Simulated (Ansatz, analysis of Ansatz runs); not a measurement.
## Can an added electron hop between V atoms in VSeO4 (P2_1/c)?

Aim: the energy barrier that a trapped electron meets when it moves from one V atom to another one nearby in VSeO4 (P2_1/c). The model is a cell of 48 host atoms.

Method: plane-wave PAW DFT, PBEsol+U; relaxation of all atoms of a supercell at fixed charge in a uniform background, in Ansatz 0.2.0.

## 1. Starting point

The cell holds 48 atoms: 8 V, 8 Se and 32 O. Cell: a = 7.749 Å, b = 9.866 Å, c = 8.021 Å, α = 90.0°, β = 99.4°, γ = 90.0°. It derives from VSeO4 (space group P2_1/c). Nearest the centre at fractional (0.243, 0.504, 0.196): O18 at 0.33 Å, V26 at 1.94 Å, V2 at 1.94 Å, O14 at 2.44 Å, O10 at 2.54 Å, O22 at 2.59 Å, O36 at 2.62 Å, O12 at 2.96 Å.

Hubbard terms: V d 4.0 eV. They were chosen, not fitted, to curb self-interaction in the shells named, the trial site's among them. The two sites are V2 and V26. The cell's shortest repeat is 7.7 Å. The host's moments were started antiferromagnetic in the unit cell, high spin; both sites carry the same spin direction.

## 2. The cell without the carrier

The neutral cell is relaxed first, from small random displacements, so that bond lengths and moments with the carrier can be set beside those of a relaxed cell without it.

Contents of neutral.relax/input.yaml:

```yaml
crystal:
  lattice:
    - [7.74871546, 0.0, -0.02697048]
    - [0.0, 9.8656664, 0.0]
    - [-1.28264841, 0.0, 7.91796541]
  atoms:
    - { symbol: V, position: [0.007253, 0.004385, 0.303839], spin: 1.0 }
    - { symbol: V, position: [0.492747, 0.504385, 0.196161], spin: 1.0 }
    - { symbol: V, position: [0.492747, 0.995615, 0.696162], spin: -1.0 }
    - { symbol: V, position: [0.007253, 0.495615, 0.803838], spin: -1.0 }
    - { symbol: Se, position: [0.095742, 0.790743, 0.035155] }
    - { symbol: Se, position: [0.404258, 0.290743, 0.464845] }
    - { symbol: Se, position: [0.404258, 0.209257, 0.964845] }
    - { symbol: Se, position: [0.095742, 0.709257, 0.535155] }
    - { symbol: O, position: [0.489977, 0.871176, 0.496764] }
    - { symbol: O, position: [0.010023, 0.371176, 0.003236] }
    - { symbol: O, position: [0.010023, 0.128824, 0.503236] }
    - { symbol: O, position: [0.489977, 0.628824, 0.996764] }
    - { symbol: O, position: [0.431998, 0.166775, 0.173957] }
    - { symbol: O, position: [0.068002, 0.666775, 0.326043] }
    - { symbol: O, position: [0.068002, 0.833225, 0.826043] }
    - { symbol: O, position: [0.431998, 0.333225, 0.673957] }
    - { symbol: O, position: [0.217412, 0.992752, 0.30208] }
    - { symbol: O, position: [0.282588, 0.492752, 0.19792] }
    - { symbol: O, position: [0.282588, 0.007248, 0.69792] }
    - { symbol: O, position: [0.217412, 0.507248, 0.80208] }
    - { symbol: O, position: [0.436601, 0.885783, 0.100938] }
    - { symbol: O, position: [0.063399, 0.385783, 0.399062] }
    - { symbol: O, position: [0.063399, 0.114217, 0.899062] }
    - { symbol: O, position: [0.436601, 0.614217, 0.600938] }
    - { symbol: V, position: [0.507253, 0.004385, 0.303839], spin: 1.0 }
    - { symbol: V, position: [0.992747, 0.504385, 0.196161], spin: 1.0 }
    - { symbol: V, position: [0.992747, 0.995615, 0.696162], spin: -1.0 }
    - { symbol: V, position: [0.507253, 0.495615, 0.803838], spin: -1.0 }
    - { symbol: Se, position: [0.595742, 0.790743, 0.035155] }
    - { symbol: Se, position: [0.904258, 0.290743, 0.464845] }
    - { symbol: Se, position: [0.904258, 0.209257, 0.964845] }
    - { symbol: Se, position: [0.595742, 0.709257, 0.535155] }
    - { symbol: O, position: [0.989977, 0.871176, 0.496764] }
    - { symbol: O, position: [0.510023, 0.371176, 0.003236] }
    - { symbol: O, position: [0.510023, 0.128824, 0.503236] }
    - { symbol: O, position: [0.989977, 0.628824, 0.996764] }
    - { symbol: O, position: [0.931998, 0.166775, 0.173957] }
    - { symbol: O, position: [0.568002, 0.666775, 0.326043] }
    - { symbol: O, position: [0.568002, 0.833225, 0.826043] }
    - { symbol: O, position: [0.931998, 0.333225, 0.673957] }
    - { symbol: O, position: [0.717412, 0.992752, 0.30208] }
    - { symbol: O, position: [0.782588, 0.492752, 0.19792] }
    - { symbol: O, position: [0.782588, 0.007248, 0.69792] }
    - { symbol: O, position: [0.717412, 0.507248, 0.80208] }
    - { symbol: O, position: [0.936601, 0.885783, 0.100938] }
    - { symbol: O, position: [0.563399, 0.385783, 0.399062] }
    - { symbol: O, position: [0.563399, 0.114217, 0.899062] }
    - { symbol: O, position: [0.936601, 0.614217, 0.600938] }
basis:
  ecutwfc: 420
  xc_grid: 2
hamiltonian:
  xc: pbesol
  hubbard: { sites: [{ species: V, l: d, u_eff: 4.0 }] }
kpoints:
  mp_grid: { grid: [1, 1, 1] }
magnetization:
  spin_polarized: true
  initial_magnetization: 0
  spin_locking: { lock_magnetization: hard }
scf:
  occupations: { method: fermi_dirac, width: 0.01 }
  max_iter: 120
  lower_state_search: "off"
output:
  forces: true
relax:
  f_tol: 0.02
  max_steps: 70
  random_displacement: { amplitude: 0.04, seed: 1626 }
checkpoint:
  write: "../neutral.relax.run"
  compress: false
  write_wavefunctions: true
  write_every: 100000
```

On the command line:

```console
> ansatz run input.yaml --threads 8 --pin off --max-ram 17899MiB --backend cpu --events-out ev --progress --plain --runs-dir out
```

Numbers of over 12 decimals in the logs are rounded to 6 here.

The log of the run:

```text
[... repeated set-up lines and file paths are left out, and long positions are rounded to six places ...]
V: projections on atomic orbitals take those of the free atom [Ne] 3s2 3p6 3d3 4s2, of charge +0.00 (hamiltonian.pseudopotentials.projection_atoms); the dataset's partial waves leave at most 5.8e-7 of an orbital's norm unspanned inside its sphere
Se: projections on atomic orbitals take those of the free atom [Ar] 3d10 4s2 4p4, of charge +0.00 (hamiltonian.pseudopotentials.projection_atoms); the dataset's partial waves leave at most 2.3e-6 of an orbital's norm unspanned inside its sphere
O: projections on atomic orbitals take those of the free atom [He] 2s2 2p4, of charge +0.00 (hamiltonian.pseudopotentials.projection_atoms); the dataset's partial waves leave at most 1.9e-8 of an orbital's norm unspanned inside its sphere
Engine: ansatz 0.2.0, aarch64-unknown-linux-gnu
Pseudopotentials: kind: paw
Pseudopotential: V, paw, valence charge 13, recommended cutoff 420 eV (normal), V.paw.azcp
Pseudopotential: Se, paw, valence charge 16, recommended cutoff 420 eV (normal), Se.paw.azcp
Pseudopotential: O, paw, valence charge 6, recommended cutoff 420 eV (normal), O.paw.azcp
Functional definition: PBEsol
  exchange = pbesol_x
  correlation = pbesol_c
Crystal: 48 atoms, lattice volume = 604.957 Å³
Basis set: ecut = 420 eV, 11803 PW (Γ), exchange–correlation on 108×144×108 points (8 copies of the dense FFT grid, shifted against one another)
Bands: 260, of which v1, the nominal top of the filled ones, is band 212 counted from 1 (211 counted from 0)
Symmetry: 1 space group operations
k-points: 1
[...]
atom  22  O      0.00023178     0.00194253     0.00270628
  [... 3 atoms left out ...]
  atom  26  V      0.00883410     0.00392928    -0.01224624
  [... 9 atoms left out ...]
  atom  36  O     -0.00082580     0.00613889     0.00000230
  [... 1 atom left out ...]
  atom  38  O      0.00493138    -0.00564784    -0.00102036
  [... 7 atoms left out ...]
  atom  46  O     -0.00115380     0.00246015     0.00563064
  [... 2 atoms left out ...]
  max |Σ_I F_I| component: 2.25e-5 eV/Å
--- Band table (eV) ---
  k-point 0 ↑: bands = ["-58.1110", "-58.1103", "-58.1099", "-58.1091", [... 252 left out ...] "12.4270", "12.5159", "12.5528", "12.6220"]
  k-point 0 ↓: bands = ["-58.1107", "-58.1104", "-58.1099", "-58.1095", [... 252 left out ...] "12.4265", "12.5162", "12.5529", "12.6219"]
Occupation matrices written to <dir>
--- Relaxed structure (5 steps of the walk, 5 accepted, 0 SCFs on fresh bases) ---
  F+E_penalty+E_count = -84388.84555970 eV   max|allowed force component| = 1.278e-2 eV/Å
  atoms:
    - { symbol: V, position: [0.007939, 0.005690, 0.304182] }
    - { symbol: V, position: [0.490074, 0.505675, 0.195110] }
    [... 7 atoms left out ...]
    - { symbol: O, position: [0.010242, 0.372326, 0.000895] }
    [... 1 atom left out ...]
    - { symbol: O, position: [0.487680, 0.628449, 0.998313] }
    [... 1 atom left out ...]
    - { symbol: O, position: [0.061027, 0.668472, 0.322552] }
    [... 3 atoms left out ...]
    - { symbol: O, position: [0.282893, 0.479088, 0.200165] }
    [... 3 atoms left out ...]
    - { symbol: O, position: [0.064868, 0.388976, 0.403973] }
    [... 3 atoms left out ...]
    - { symbol: V, position: [0.989988, 0.505576, 0.195308] }
    [... 9 atoms left out ...]
    - { symbol: O, position: [0.987827, 0.628384, 0.998617] }
    [... 1 atom left out ...]
    - { symbol: O, position: [0.561462, 0.668605, 0.322335] }
    [... 7 atoms left out ...]
    - { symbol: O, position: [0.565142, 0.388985, 0.403734] }
    [... 2 atoms left out ...]
[key lines of the parts left out:]
SCF converged after 11 iterations
Magnetization: 0.0000 μB (212.0000 up, 212.0000 down)
Free energy (F): -84388.845560 eV
Fermi energy:    7.760627 (↑ 7.760895, ↓ 7.760379) eV
```

It took 26 s on 8 threads of Arm Neoverse V2, shared host; peak memory 1.3 GiB; 3.1 min of CPU time.

The largest displacement from an ideal site is 0.142 Å.

## 3. The electron on the first site

The nearest neighbour or neighbours of the site start displaced and the site's starting moment is changed by the carrier's spin, since a carrier doesn't trap itself in the undistorted lattice.

Contents of A.relax/input.yaml:

```yaml
crystal:
  lattice:
    - [7.74871546, 0.0, -0.02697048]
    - [0.0, 9.8656664, 0.0]
    - [-1.28264841, 0.0, 7.91796541]
  atoms:
    - { symbol: V, position: [0.007939, 0.00569, 0.304182], spin: 1.0 }
    - { symbol: V, position: [0.490074, 0.505675, 0.19511], spin: 2.0 }
    - { symbol: V, position: [0.490324, 0.995137, 0.695193], spin: -1.0 }
    - { symbol: V, position: [0.007589, 0.495109, 0.804129], spin: -1.0 }
    - { symbol: Se, position: [0.092125, 0.79276, 0.033559] }
    - { symbol: Se, position: [0.405749, 0.292882, 0.465763] }
    - { symbol: Se, position: [0.405904, 0.207839, 0.965758] }
    - { symbol: Se, position: [0.091918, 0.707819, 0.533489] }
    - { symbol: O, position: [0.487842, 0.872385, 0.498411] }
    - { symbol: O, position: [0.010242, 0.372326, 0.000895] }
    - { symbol: O, position: [0.010262, 0.128455, 0.500896] }
    - { symbol: O, position: [0.48768, 0.628449, 0.998313] }
    - { symbol: O, position: [0.437035, 0.168626, 0.176751] }
    - { symbol: O, position: [0.061027, 0.668472, 0.322552] }
    - { symbol: O, position: [0.061377, 0.832183, 0.822652] }
    - { symbol: O, position: [0.436287, 0.332264, 0.676658] }
    - { symbol: O, position: [0.215154, 0.979151, 0.299216] }
    - { symbol: O, position: [0.267398, 0.478277, 0.200112] }
    - { symbol: O, position: [0.283123, 0.021705, 0.700162] }
    - { symbol: O, position: [0.214728, 0.521872, 0.799035] }
    - { symbol: O, position: [0.43293, 0.889032, 0.095277] }
    - { symbol: O, position: [0.064868, 0.388976, 0.403973] }
    - { symbol: O, position: [0.0652, 0.11174, 0.90404] }
    - { symbol: O, position: [0.432787, 0.61193, 0.595289] }
    - { symbol: V, position: [0.507934, 0.005697, 0.304025], spin: 1.0 }
    - { symbol: V, position: [0.989988, 0.505576, 0.195308], spin: 1.0 }
    - { symbol: V, position: [0.990322, 0.995119, 0.695356], spin: -1.0 }
    - { symbol: V, position: [0.507622, 0.495174, 0.803878], spin: -1.0 }
    - { symbol: Se, position: [0.592237, 0.792784, 0.033324] }
    - { symbol: Se, position: [0.905637, 0.292713, 0.46604] }
    - { symbol: Se, position: [0.905858, 0.207942, 0.965991] }
    - { symbol: Se, position: [0.592175, 0.708021, 0.533243] }
    - { symbol: O, position: [0.988087, 0.872361, 0.498619] }
    - { symbol: O, position: [0.509643, 0.372399, 0.000489] }
    - { symbol: O, position: [0.510046, 0.128472, 0.500717] }
    - { symbol: O, position: [0.987827, 0.628384, 0.998617] }
    - { symbol: O, position: [0.936427, 0.168575, 0.176902] }
    - { symbol: O, position: [0.566158, 0.678538, 0.330434] }
    - { symbol: O, position: [0.561783, 0.832241, 0.822455] }
    - { symbol: O, position: [0.936302, 0.332128, 0.676943] }
    - { symbol: O, position: [0.715151, 0.9789, 0.299374] }
    - { symbol: O, position: [0.782703, 0.478841, 0.19973] }
    - { symbol: O, position: [0.783059, 0.02181, 0.699822] }
    - { symbol: O, position: [0.714908, 0.52172, 0.799281] }
    - { symbol: O, position: [0.932795, 0.888854, 0.095689] }
    - { symbol: O, position: [0.565142, 0.388985, 0.403734] }
    - { symbol: O, position: [0.565439, 0.111933, 0.90362] }
    - { symbol: O, position: [0.932386, 0.611879, 0.595548] }
total_charge: -1
basis:
  ecutwfc: 420
  xc_grid: 2
hamiltonian:
  xc: pbesol
  hubbard: { sites: [{ species: V, l: d, u_eff: 4.0 }] }
kpoints:
  mp_grid: { grid: [1, 1, 1] }
magnetization:
  spin_polarized: true
  initial_magnetization: 1
  spin_locking: { lock_magnetization: hard }
scf:
  occupations: { method: fermi_dirac, width: 0.01 }
  max_iter: 120
  lower_state_search: "off"
output:
  forces: true
relax:
  f_tol: 0.015
  max_steps: 70
  escape_saddle: false
checkpoint:
  write: "../A.relax.run"
  compress: false
  write_wavefunctions: true
  write_every: 100000
```

The log of the run:

```text
[...]
Crystal: 48 atoms, lattice volume = 604.957 Å³
Basis set: ecut = 420 eV, 11803 PW (Γ), exchange–correlation on 108×144×108 points (8 copies of the dense FFT grid, shifted against one another)
Bands: 261, of which v1, the nominal top of the filled ones, is band 213 counted from 1 (212 counted from 0)
Symmetry: 1 space group operations
[...]
k-points: 1
[...]
Starting moments: Σ|m| = 9 μB on 8 of 48 sites
[...]
SCF iter   1: F=—  HF=-84403.139780 eV  |F-HF|=—  |Δ(HF+E_count)|=         —  Δρ=7.22e-2 (↑7.22e-2 ↓6.68e-2)  dr2=2.12e2  dr2_m=2.84e0  M=1.000 μB ∫|m|=14.567 μB  β_m=0.30  ethr=3.10e-3  ⟨swp⟩=5.5  Hψ=1664  notcnv=0  defer=33
[...]
spin=Collinear: Kerker preconditioning applied to the charge; magnetization (m = ρ↑ − ρ↓) channel mixes plain (no charge-response kernel on spin).
SCF iter   2: F=—  HF=-84387.137727 eV  |F-HF|=—  |Δ(HF+E_count)|=    1.60e1  Δρ=3.91e-2 (↑3.91e-2 ↓3.72e-2)  dr2=4.59e1  dr2_m=1.59e0  M=1.000 μB ∫|m|=12.792 μB  β_m=0.35  ethr=3.10e-3  ⟨swp⟩=3.0  Hψ=1043  notcnv=0  defer=82
[...]
SCF iter  19: F=-84380.054132 eV  HF=-84380.054134 eV  |F-HF|=1.42e-6  |Δ(HF+E_count)|=   7.66e-6  Δρ=1.99e-5 (↑1.99e-5 ↓1.11e-5)  dr2=4.87e-6  dr2_m=4.33e-7  M=1.000 μB ∫|m|=11.904 μB  ethr=1.32e-9  ⟨swp⟩=1.5  Hψ=1589  notcnv=0
SCF 1 converged in 19 iterations: F = -84380.054132 eV  dr2 = 4.87e-6
[...]
relax step   1: F+E_penalty+E_count = -84380.05413213 eV  Δ(F+E_penalty+E_count) = +0.000e0 eV  max|allowed force component| = 2.634e0 eV/Å  Δτ_max = 0.0000 Å  (19 SCF iters, dr2 threshold 5.63e-6 eV, accepted)
[...]
relax step   2: F+E_penalty+E_count = -84380.35650813 eV  Δ(F+E_penalty+E_count) = -3.024e-1 eV  max|allowed force component| = 1.822e0 eV/Å  Δτ_max = 0.1212 Å  (11 SCF iters, dr2 threshold 1.00e-4 eV, accepted)
relax step   3: F+E_penalty+E_count = -84380.52959585 eV  Δ(F+E_penalty+E_count) = -1.731e-1 eV  max|allowed force component| = 6.449e-1 eV/Å  Δτ_max = 0.1230 Å  (11 SCF iters, dr2 threshold 1.00e-4 eV, accepted)
relax step   4: F+E_penalty+E_count = -84380.56670553 eV  Δ(F+E_penalty+E_count) = -3.711e-2 eV  max|allowed force component| = 2.640e-1 eV/Å  Δτ_max = 0.0441 Å  (10 SCF iters, dr2 threshold 5.21e-5 eV, accepted)
relax step   5: F+E_penalty+E_count = -84380.57672538 eV  Δ(F+E_penalty+E_count) = -1.002e-2 eV  max|allowed force component| = 5.963e-2 eV/Å  Δτ_max = 0.0299 Å  (11 SCF iters, dr2 threshold 8.73e-6 eV, accepted)
relax step   6: F+E_penalty+E_count = -84380.57820392 eV  Δ(F+E_penalty+E_count) = -1.479e-3 eV  max|allowed force component| = 3.046e-2 eV/Å  Δτ_max = 0.0100 Å  (10 SCF iters, accepted)
relax step   7: F+E_penalty+E_count = -84380.57872994 eV  Δ(F+E_penalty+E_count) = -5.260e-4 eV  max|allowed force component| = 2.109e-2 eV/Å  Δτ_max = 0.0064 Å  (10 SCF iters, accepted)
relax step   8: F+E_penalty+E_count = -84380.57713825 eV  Δ(F+E_penalty+E_count) = +1.592e-3 eV  max|allowed force component| = 7.468e-2 eV/Å  Δτ_max = 0.0163 Å  (16 SCF iters, rejected (line search))
SCF iter   1: F=—  HF=-84380.577983 eV  |F-HF|=—  |Δ(HF+E_count)|=         —  Δρ=1.03e-3 (↑1.01e-3 ↓1.03e-3)  dr2=8.17e-3  dr2_m=1.50e-3  M=1.000 μB ∫|m|=12.006 μB  β_m=0.30  ethr=1.77e-5  ⟨swp⟩=5.0  Hψ=1320  notcnv=0  defer=83
[...]
SCF iter  14: F=-84380.578995 eV  HF=-84380.578995 eV  |F-HF|=3.55e-8  |Δ(HF+E_count)|=   1.05e-7  Δρ=2.09e-6 (↑2.09e-6 ↓2.05e-6)  dr2=8.17e-8  dr2_m=5.50e-9  M=1.000 μB ∫|m|=12.013 μB  ethr=2.35e-11  ⟨swp⟩=2.0  Hψ=1490  notcnv=0
SCF 9 converged in 14 iterations: F = -84380.578995 eV  dr2 = 8.17e-8
relax step   9: F+E_penalty+E_count = -84380.57899466 eV  Δ(F+E_penalty+E_count) = -2.647e-4 eV  max|allowed force component| = 8.335e-3 eV/Å  Δτ_max = 0.0055 Å  (14 SCF iters, accepted)
NSCF: frozen V_eff on 1 k-points
[...]
SCF converged after 14 iterations
[...]
Magnetization: 1.0000 μB (213.0000 up, 212.0000 down)
Absolute magnetization: 12.0283 μB (∫|ρ↑−ρ↓|, with the PAW one-centre terms)
[...]
Per-site moments (μB) at R_I (Å): [(0.732439, 0.674567), (1.396399, 0.760451), (-0.728360, 0.674599), [... 45 left out ...]
Free energy (F): -84380.578995 eV
[...]
Internal energy: -84380.578995 eV  (E = F + TS)
E sigma→0 (E₀):  -84380.578995 eV
Fermi energy:    8.157955 (↑ 8.195008, ↓ 7.763094) eV
[...]
--- Forces (eV/Å), atoms counted from 1 ---
  atom   1  V     -0.00396685    -0.00266052    -0.00236735
  atom   2  V     -0.00035143    -0.00033045     0.00648055
  [... 7 atoms left out ...]
  atom  10  O      0.00062830    -0.00005994     0.00300449
  [... 1 atom left out ...]
  atom  12  O     -0.00081506     0.00383874     0.00086949
  [... 1 atom left out ...]
  atom  14  O      0.00232468    -0.00419395     0.00127203
  [... 3 atoms left out ...]
  atom  18  O     -0.00119696     0.00192411     0.00020378
  [... 3 atoms left out ...]
  atom  22  O      0.00084492     0.00153468    -0.00099877
  [... 3 atoms left out ...]
  atom  26  V     -0.00171667     0.00329030    -0.00067152
  [... 7 atoms left out ...]
  atom  34  O      0.00303803     0.00289949     0.00086677
  [... 1 atom left out ...]
  atom  36  O     -0.00053533    -0.00564388     0.00017028
  [... 9 atoms left out ...]
  atom  46  O     -0.00184353    -0.00007258    -0.00185869
  [... 2 atoms left out ...]
  max |Σ_I F_I| component: 6.41e-6 eV/Å
--- Band table (eV) ---
[...]
Occupation matrices written to <dir>
--- Relaxed structure (9 steps of the walk, 8 accepted, 0 SCFs on fresh bases) ---
  F+E_penalty+E_count = -84380.57899466 eV   max|allowed force component| = 8.335e-3 eV/Å
  atoms:
    - { symbol: V, position: [0.005928, 0.006409, 0.304019] }
    - { symbol: V, position: [0.510177, 0.503468, 0.201136] }
    [... 7 atoms left out ...]
    - { symbol: O, position: [0.013972, 0.367021, -0.005242] }
    [... 1 atom left out ...]
    - { symbol: O, position: [0.478222, 0.632108, 0.993078] }
    [... 1 atom left out ...]
    - { symbol: O, position: [0.071295, 0.671891, 0.329175] }
    [... 3 atoms left out ...]
    - { symbol: O, position: [0.274630, 0.474134, 0.197501] }
    [... 3 atoms left out ...]
    - { symbol: O, position: [0.074517, 0.387181, 0.418340] }
    [... 3 atoms left out ...]
    - { symbol: V, position: [1.024994, 0.503246, 0.203170] }
    [... 7 atoms left out ...]
    - { symbol: O, position: [0.514521, 0.369744, -0.000657] }
    [... 1 atom left out ...]
    - { symbol: O, position: [0.988470, 0.629578, 0.996549] }
    [... 9 atoms left out ...]
    - { symbol: O, position: [0.567667, 0.387282, 0.413521] }
    [... 2 atoms left out ...]
```

It took 49 s on 8 threads; peak memory 1.3 GiB; 5.9 min of CPU time.

The steps of the relaxation:

```
step  energy less that of the first step (eV)  largest force component (eV/Å)
   1                                   0.0000                          2.6339
   2                                  -0.3024                          1.8218
   3                                  -0.4755                          0.6449
   4                                  -0.5126                          0.2640
   5                                  -0.5226                          0.0596
   6                                  -0.5241                          0.0305
   7                                  -0.5246                          0.0211
   8                                  -0.5230                          0.0747
   9                                  -0.5249                          0.0083
```

Relaxation step 8 was tried and not accepted.

The atoms that moved most (Å):

```
atom      dx      dy      dz  length
 V26   0.261  -0.023   0.061   0.269
 O42   0.167  -0.038  -0.017   0.172
  V2   0.148  -0.022   0.047   0.157
 O22   0.056  -0.018   0.113   0.128
 O40  -0.101   0.012  -0.015   0.103
 O14   0.071   0.034   0.052   0.094
 O38   0.031  -0.079  -0.023   0.088
 O12  -0.067   0.036  -0.041   0.086
```

The moves above count from the input, in which the site's nearest neighbours were already displaced; the distances below compare with the cell without the carrier.

Distances from V2 without and with the electron:

```
atom  without (Å)  with (Å)
 O18         1.63      1.84
 O38         1.94      1.95
 O12         1.99      2.08
 O46         2.04      2.04
 O34         2.07      2.09
```

The largest changes of the moments are 0.66 μB on V2, 0.22 μB on V26 and -0.07 μB on O42. The largest part sits on the chosen site.

(Part 1 of 2 ends here.)

[Logs are printed without paths, hosts, clocks, repeated set-up lines and the standing remarks that a program may print on its own settings, such as how far it seeks lower states.]

[Hosts, paths, dates, database ids (printed as entryN), source tags and the programs' standing remarks are cut or masked in the printed files.]
